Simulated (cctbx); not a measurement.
# Interatomic vectors of Pr2Ti3Mn3Ge2

Space group Ibam (no. 72), a = 10.1000 Å, b = 11.8840 Å, c = 6.0080 Å, α = 90.00°, β = 90.00°, γ = 90.00°, content Pr8 Ge8 Mn12 Ti12.

Simulated single-crystal data (cctbx): Cu Kα, λ = 1.54184 Å, to d = 0.83 Å, 80 % of the full sphere, strongest reflection 20000 counts, noise from counting, a 2 % proportional error and a noise floor of 8 counts (s.d.); no absorption.

Patterson synthesis from sharpened amplitudes, origin scaled to 1000:

```text
Patterson group I m m m
      u       v       w   height  length (A)
  0.000   0.000   0.000   1000.0     0.00
  0.000   0.254   0.500    580.6     4.26
  0.000   0.500   0.000    441.0     5.94
  0.251   0.375   0.250    346.9     5.34
  0.000   0.000   0.500    224.7     3.00
  0.123   0.000   0.500    195.9     3.25
  0.164   0.500   0.500    194.9     6.86
  0.000   0.248   0.000    144.0     2.95
  0.131   0.239   0.000    142.1     3.14
  0.051   0.467   0.500     95.3     6.33
  0.000   0.500   0.500     86.5     6.66
  0.165   0.500   0.000     71.9     6.17
  0.113   0.138   0.256     66.0     2.52
  0.102   0.389   0.246     62.0     4.96
```

Q: Assign the vectors.

A peak at u stands for all pairs with xi − xj = u, with weight Σ ZiZj against Σ Z² = 49348 at the origin. Peak heights follow these weights only roughly, since form factors, motion and series ripples differ, all vectors within 0.55 Å of a peak are counted as merged into it though the farther ones add only part of their weight, and F(000) is left out, which lowers the whole map:

| u | v | w | shortest length (Å) | height | 1000 ΣZiZj/ΣZ² | pairs in the cell |
| --- | --- | --- | --- | --- | --- | --- |
| 0.000 | 0.254 | 0.500 | 4.26 | 581 | 859 | 8 × Pr–Pr, 8 × Ge–Mn, 8 × Ge–Ti, 4 × Mn–Mn |
| 0.000 | 0.500 | 0.000 | 5.88 | 441 | 819 | 8 × Pr–Pr, 8 × Ge–Ge, 8 × Mn–Ti |
| 0.251 | 0.375 | 0.250 | 3.28 | 347 | 531 | 8 × Pr–Ge, 4 × Pr–Mn, 4 × Pr–Ti |
| 0.000 | 0.000 | 0.500 | 3.00 | 225 | 256 | 8 × Ge–Ge, 4 × Mn–Mn, 4 × Ti–Ti |
| 0.123 | 0.000 | 0.500 | 3.25 | 196 | 450 | 8 × Pr–Mn, 8 × Pr–Ti |
| 0.164 | 0.500 | 0.500 | 3.39 | 195 | 239 | 8 × Pr–Mn |
| 0.000 | 0.248 | 0.000 | 2.95 | 144 | 244 | 8 × Ge–Mn, 8 × Ge–Ti |
| 0.131 | 0.239 | 0.000 | 3.13 | 142 | 344 | 8 × Pr–Mn, 4 × Pr–Ti |
| 0.051 | 0.467 | 0.500 | 4.55 | 95 | 188 | 4 × Pr–Ti, 4 × Ge–Ge |
| 0.000 | 0.500 | 0.500 | 5.05 | 86 | 255 | 8 × Ge–Ge, 8 × Mn–Ti |

The table stops at ten peaks or at a height of 45, below which ripples compete. In the model behind the data Pr, the heaviest element, has 1 independent site: (0.2654, 0.1325, 0), up to an allowed shift of origin; the Pr–Pr vectors are differences of these positions and their symmetry mates. The whole model:

```
atom  mult.       x       y    z  Ueq (Å²)
 Pr1      8  0.2654  0.1325    0    0.0055
 Ge1      8     1/2  0.7340  1/4    0.0079
 Mn1      4       0       0  3/4    0.0098
 Mn2      8  0.6045  0.8666  1/2    0.0135
 Ti1      4     1/2       0  3/4    0.0145
 Ti2      8  0.8410  0.9025  1/2    0.0081
```

The model is made up (kin elements in a known structure type, no relaxation), so it says nothing on whether the phase exists.

[Logs are printed without paths, hosts, clocks, repeated set-up lines and the standing remarks that a program may print on its own settings, such as how far it seeks lower states.]
